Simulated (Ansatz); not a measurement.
# ZnIrCl6, from a guessed structure to a relaxed one, part 2 of 2

Starting from a made-up structure for ZnIrCl6, the aim is the relaxed cell, its shortest contacts and, where a second run follows, its electronic structure.

Ansatz 0.2.0; DFT, PBE, plane-wave PAW, files of the set soft_1, scalar-relativistic, no spin, cell and ions relaxed at zero pressure; PAW set soft_1 (the session's first sound run).

So far: Set-up; Relaxation of the guess.

### Step 2. Relaxation of the guess (continued)

Shortest distances by pair of elements, guess and relaxed (not always the same contact):

```csv
pair,guess (Å),relaxed (Å)
Cl–Ir,2.348,2.344
Cl–Zn,2.656,2.505
Cl–Cl,3.254,3.288
Ir–Zn,4.682,4.450
```

The relaxation ends with a largest force component of 0.0053 eV/Å and a pressure of -0.01 GPa.

### Step 3. Electronic structure of the relaxed cell

With the geometry fixed, one more self-consistent run, with a narrower smearing and the mesh shown in its input, gives the bands, and its pressure, and its forces where symmetry allows any, show how far the geometry depends on these settings.

This step: DFT, PBE, plane-wave PAW, files of the set soft_1, scalar-relativistic, no spin, bands and density of states at the relaxed cell; PAW set soft_1 (Ansatz 0.2.0).

input.yaml

```yaml
crystal:
  lattice:
    - [3.0531707192, 1.7627489368, 5.4300401657]
    - [-3.0531707192, 1.7627489368, 5.4300401657]
    - [0.0, -3.5254978731, 5.4300401659]
  atoms:
    - { symbol: Ir, position: [0.0, 0.0, 0.0] }
    - { symbol: Zn, position: [0.5, 0.5, 0.5] }
    - { symbol: Cl, position: [0.3974661457, 0.0821402146, 0.7654865889] }
    - { symbol: Cl, position: [0.0821402146, 0.7654865889, 0.3974661457] }
    - { symbol: Cl, position: [0.7654865889, 0.3974661457, 0.0821402146] }
    - { symbol: Cl, position: [0.6025338543, 0.9178597854, 0.2345134111] }
    - { symbol: Cl, position: [0.9178597854, 0.2345134111, 0.6025338543] }
    - { symbol: Cl, position: [0.2345134111, 0.6025338543, 0.9178597854] }
kpoints:
  mp_grid: { grid: [6, 6, 6] }
  band_path:
    path:
      - [[0.0, 0.0, 0.0], [0.5, 0.0, 0.0], [0.5, 0.23692269, -0.23692269]]
      - [[0.76307731, 0.5, 0.23692269], [0.5, 0.5, 0.5], [0.0, 0.0, 0.0], [0.36846135, 0.0, -0.36846135]]
      - [[0.63153865, 0.36846135, 0.0], [0.5, 0.5, 0.0], [0.63153865, 0.63153865, 0.23692269], [0.5, 0.5, 0.5]]
      - [[0.5, 0.0, 0.0], [0.76307731, 0.36846135, 0.36846135]]
    npoints: 8
scf:
  occupations: { method: fermi_dirac, width: 0.03 }
  n_extra_bands: 12
hamiltonian:
  xc: pbe
  pseudopotentials: { kind: paw, azcp: { folder: soft_1 } }
output:
  forces: true
  stress: true
  write_bands: true
  dos: { projected: true }
  write_density: true
  write_potential: true
  elf: true
  volumetric_format: npy
```

Run with:

```console
$ ansatz run input.yaml --threads 4 --pin off --max-ram 10240MiB --backend cpu --events-out ev --progress --plain --runs-dir out
```

Numbers of over 12 decimals in the logs are rounded to 6 here.

The log of the run:

```text
[...]
Crystal: 8 atoms, lattice volume = 175.346 Å³
Basis set: ecut = 420 eV, 3361 PW (Γ), exchange–correlation on 90×90×90 points (8 copies of the dense FFT grid, shifted against one another)
Bands: 48, of which v1, the nominal top of the filled ones, is band 36 counted from 1 (35 counted from 0)
Symmetry: 6 space group operations
[...]
k-points: 40 of 216
[...]
SCF iter   1: F=—  HF=-21740.666408 eV  |F-HF|=—  |Δ(HF+E_count)|=         —  Δρ=8.24e-2  dr2=1.42e1  ethr=3.10e-3  ⟨swp⟩=8.4  Hψ=9623  notcnv=0  defer=40
[...]
SCF iter  10: F=-21737.547189 eV  HF=-21737.547189 eV  |F-HF|=1.14e-8  |Δ(HF+E_count)|=   1.57e-7  Δρ=3.13e-6  dr2=1.65e-8  ethr=1.41e-10  ⟨swp⟩=20.9  Hψ=18060  notcnv=0
SCF 1 converged in 10 iterations: F = -21737.547189 eV  dr2 = 1.65e-8
[...]
NSCF: frozen V_eff on 76 k-points
SCF converged after 10 iterations
Free energy (F): -21737.547189 eV
[...]
Internal energy: -21737.528139 eV  (E = F + TS)
E sigma→0 (E₀):  -21737.537664 eV
Entropy (-TS):   -0.019050 eV (-2.381 meV/atom)
Fermi energy:    4.819705 eV
[...]
--- Forces (eV/Å), atoms counted from 1 ---
  atom   1  Ir     0.00000000    -0.00000000     0.00000000
  atom   2  Zn     0.00000000     0.00000000    -0.00000000
  atom   3  Cl    -0.00216977     0.00386034     0.00267912
  atom   4  Cl     0.00442804    -0.00005110     0.00267912
  atom   5  Cl    -0.00225827    -0.00380925     0.00267912
  atom   6  Cl     0.00216977    -0.00386034    -0.00267912
  atom   7  Cl    -0.00442804     0.00005110    -0.00267912
  atom   8  Cl     0.00225827     0.00380925    -0.00267912
  max |Σ_I F_I| component: 2.60e-18 eV/Å
--- Stress (GPa, compression-positive) ---
       -0.018826      -0.000002       0.000000
        0.000002      -0.018826      -0.000000
       -0.000000      -0.000000      -0.046683
  P = ⅓ Tr σ = -0.0281 GPa (-0.281 kbar)
--- Band table (eV; the first three rows and the last of 40) ---
  k-point 0: bands = [... 32 lower, 3.9310, 4.0763, 4.5582, 4.5582, 7.2607, 7.2607, 7.8363, 11.2204, ... 8 higher]
  k-point 1: bands = [... 32 lower, 3.8398, 4.2729, 4.4697, 4.6166, 7.1458, 7.2066, 8.0334, 11.4746, ... 8 higher]
  k-point 2: bands = [... 32 lower, 3.7623, 4.1900, 4.3638, 4.8262, 6.9198, 7.1346, 8.2690, 10.9182, ... 8 higher]
  k-point 39: bands = [... 32 lower, 3.5989, 4.4659, 4.5625, 4.5625, 6.8947, 6.8947, 8.4806, 10.9664, ... 8 higher]
```

The job ended after 7.2 s (4 threads of INTEL XEON PLATINUM 8581C at 2.10GHz (Emerald Rapids), shared host; peak memory 0.84 GiB; 27 s of CPU time).

Numbers from this step:

```
free energy             : -21737.5472 eV
energy at zero smearing : -21737.5377 eV
smearing term TS        : 0.01905 eV
Fermi energy            : 4.820 eV
pressure                : -0.02811 GPa
```

From bands.tsv, the bands that come nearest the Fermi level along the path, at its corners, in eV from the Fermi level:

```tsv
point	band 32	band 33	band 34	band 35	band 36	band 37	band 38	band 39
Γ	-1.12	-0.89	-0.74	-0.26	-0.26	2.44	2.44	3.02
L	-1.46	-1.06	-0.85	-0.44	0.11	1.98	2.30	3.50
B1	-1.33	-1.13	-0.43	-0.20	0.02	1.79	2.20	4.43
B	-1.33	-1.13	-0.43	-0.20	0.02	1.79	2.20	4.43
Z	-1.22	-1.22	-0.35	-0.26	-0.26	2.07	2.07	3.66
Γ	-1.12	-0.89	-0.74	-0.26	-0.26	2.44	2.44	3.02
X	-1.27	-1.13	-0.52	-0.29	0.07	1.80	2.31	4.31
Q	-1.27	-1.13	-0.52	-0.29	0.07	1.80	2.31	4.31
F	-1.25	-1.13	-0.59	-0.47	0.20	1.71	2.39	4.67
P1	-1.29	-1.16	-0.58	-0.18	0.10	1.75	2.18	4.48
Z	-1.22	-1.22	-0.35	-0.26	-0.26	2.07	2.07	3.66
L	-1.46	-1.06	-0.85	-0.44	0.11	1.98	2.30	3.50
P	-1.29	-1.16	-0.58	-0.18	0.10	1.75	2.18	4.48
```

Counts of states for the cell as run, both spins, by energy window (eV from the Fermi level): Near the top, bands beyond those computed are missing, so counts there can be too low.

```
from  to  total
  -8  -7   0.00
  -7  -6   9.88
  -6  -5   5.00
  -5  -4   6.86
  -4  -3   6.27
  -3  -2   6.46
  -2  -1  11.50
  -1   0   5.00
   0   1   1.04
   1   2   1.42
   2   3   2.58
   3   4   1.09
   4   5   0.91
   5   6   0.33
```

Below -8 eV lie 20.0 more states.

Valence density in the ac plane of the cell as run, not the conventional one, at fractional y = 0.000, with atoms of Ir within 0.2 Å of it. It is the smooth field of the valence electrons, not physical close to the nuclei.

Values in e/Å³, 10 rows by 16 columns, each cell a mean:
```
7.4 6.4 2.2 0.6 0.6 0.8 0.8 0.5 0.2 0.1 0.1 0.1 0.1 0.2 1.1 4.4
1.1 1.8 1.1 0.5 0.7 1.3 1.6 1.6 0.9 0.3 0.1 0.0 0.0 0.1 0.2 0.5
0.3 0.3 0.2 0.2 0.2 0.6 1.3 1.7 1.5 0.6 0.2 0.0 0.0 0.1 0.1 0.2
0.2 0.2 0.1 0.1 0.1 0.1 0.3 0.5 0.7 0.4 0.2 0.1 0.0 0.0 0.1 0.2
0.1 0.1 0.1 0.0 0.0 0.0 0.0 0.1 0.1 0.1 0.1 0.0 0.0 0.0 0.1 0.1
0.1 0.1 0.0 0.0 0.0 0.1 0.1 0.2 0.2 0.1 0.0 0.0 0.0 0.1 0.1 0.1
0.2 0.1 0.1 0.0 0.0 0.1 0.4 0.8 1.0 0.7 0.3 0.1 0.1 0.1 0.2 0.2
0.3 0.2 0.1 0.0 0.0 0.1 0.3 1.0 1.7 1.7 1.2 0.6 0.3 0.3 0.4 0.3
1.6 0.5 0.2 0.1 0.0 0.0 0.1 0.3 1.0 1.5 1.5 1.0 0.6 0.9 2.7 3.2
8.0 4.0 0.8 0.2 0.2 0.1 0.1 0.1 0.2 0.4 0.5 0.5 0.4 0.9 4.1 8.4
```
Columns run along a (6.5 Å), rows up along c (6.5 Å). Atoms in or near the plane, at fractional coordinates: Ir at (0.00, 0.00).

Electrostatic potential energy in the ac plane of the cell as run, not the conventional one, at fractional y = 0.000, with atoms of Ir within 0.2 Å of it. With pseudopotentials it is smooth inside the atoms' cores, unlike the true potential.

Ten even steps from '_' (-56 eV) to '@' (11 eV), each cell a mean:
```
____::**%%%%%%@@@@@@@@@@@@@@@@%%==__
..__::**%%##++++##@@@@@@@@@@@@@@%%==
**==++##%%##----==##@@@@@@@@@@@@@@%%
%%%%%%%%%%%%==----++%%@@@@@@@@@@@@@@
@@@@@@@@@@@@##==--==##@@@@@@@@@@@@@@
@@@@@@@@@@@@@@%%****##@@@@@@@@@@@@@@
@@@@@@@@@@@@@@@@@@@@@@@@@@@@@@@@@@@@
@@@@@@@@@@@@@@@@@@@@@@@@@@@@@@@@@@@@
@@@@@@@@@@@@@@@@@@@@@@@@@@@@@@@@@@@@
@@@@@@@@@@@@@@@@@@@@@@@@@@@@@@@@@@@@
@@@@@@@@@@@@@@@@@@@@@@@@@@@@@@@@@@@@
@@@@@@@@@@@@@@@@%%##%%@@@@@@@@@@@@@@
@@@@@@@@@@@@@@%%**====##@@@@@@@@@@@@
@@@@@@@@@@@@@@@@**----==##@@@@%%%%@@
%%@@@@@@@@@@@@@@%%==----++%%%%##**##
==##@@@@@@@@@@@@@@##++==++####++::::
__--##@@@@@@@@@@@@@@%%####%%%%==____
____==%%@@@@@@@@@@@@@@@@@@@@%%**____
```
Columns run along a (6.5 Å; values clipped at the 3rd and 97th percentile), rows up along c (6.5 Å). Atoms in or near the plane, at fractional coordinates: Ir at (0.00, 0.00).

ELF in the ac plane of the cell as run, not the conventional one, at fractional y = 0.000, with atoms of Ir within 0.2 Å of it. It is the smooth field of the valence electrons, not physical close to the nuclei.

Values, 10 rows by 16 columns, each cell a mean:
```
0.54 0.57 0.36 0.29 0.65 0.80 0.85 0.75 0.40 0.12 0.15 0.17 0.13 0.18 0.38 0.55
0.34 0.49 0.43 0.28 0.63 0.79 0.76 0.85 0.88 0.63 0.17 0.02 0.04 0.14 0.25 0.28
0.40 0.26 0.20 0.17 0.31 0.69 0.82 0.84 0.89 0.84 0.52 0.08 0.04 0.23 0.47 0.52
0.62 0.49 0.23 0.07 0.04 0.20 0.55 0.80 0.87 0.83 0.57 0.13 0.02 0.06 0.25 0.52
0.20 0.31 0.25 0.08 0.02 0.02 0.06 0.14 0.27 0.34 0.21 0.05 0.02 0.06 0.08 0.09
0.26 0.10 0.04 0.02 0.03 0.19 0.49 0.55 0.42 0.21 0.05 0.02 0.04 0.18 0.40 0.42
0.63 0.51 0.23 0.04 0.04 0.35 0.77 0.89 0.89 0.82 0.55 0.18 0.06 0.11 0.29 0.53
0.38 0.44 0.34 0.11 0.02 0.19 0.68 0.88 0.86 0.78 0.79 0.62 0.26 0.24 0.27 0.28
0.37 0.28 0.18 0.07 0.03 0.03 0.23 0.67 0.88 0.84 0.79 0.78 0.44 0.29 0.56 0.53
0.51 0.56 0.31 0.19 0.27 0.36 0.27 0.14 0.36 0.68 0.77 0.68 0.42 0.26 0.49 0.53
```
Columns run along a (6.5 Å), rows up along c (6.5 Å). Atoms in or near the plane, at fractional coordinates: Ir at (0.00, 0.00).

### Step 4. What came out

```yaml
space_group_relaxed: R-3
conventional_cell: a = 6.106, b = 6.106, c = 16.290 Å; α = 90.0°, β = 90.0°, γ = 120.0°
volume_per_atom: 21.92 Å³ (guess 25.37)
```

In words: ZnIrCl6 relaxes to R-3 with a = 6.106, b = 6.106 and c = 16.290 Å. The guessed volume was 16 % too large. The space group R-3 was held in the relaxation, so the end point is a stationary structure within it and may be a saddle against distortions or other arrangements. Bands cross the Fermi level, so it is a metal or semimetal at this level. The electron count is odd, which forces that without spin polarisation or a larger cell. On the 6×6×6 mesh with the narrower smearing (relaxed on 5×5×5) the largest force component is 0.004 eV/Å and the largest stress component is 0.047 GPa, within the relaxation's thresholds of 0.015 eV/Å and 0.05 GPa. The cutoff wasn't tested. Spin-orbit coupling is left out, which can matter for elements this heavy. No dispersion term is used, so weakly bound directions may come out too long. The runs have no spin, and magnetism wasn't tested. Nothing here tests whether the compound is stable against decomposition.

[Logs are printed without paths, hosts, clocks, repeated set-up lines and the standing remarks that a program may print on its own settings, such as how far it seeks lower states.]

[Hosts, paths, dates, database ids (printed as entryN), source tags and the programs' standing remarks are cut or masked in the printed files.]
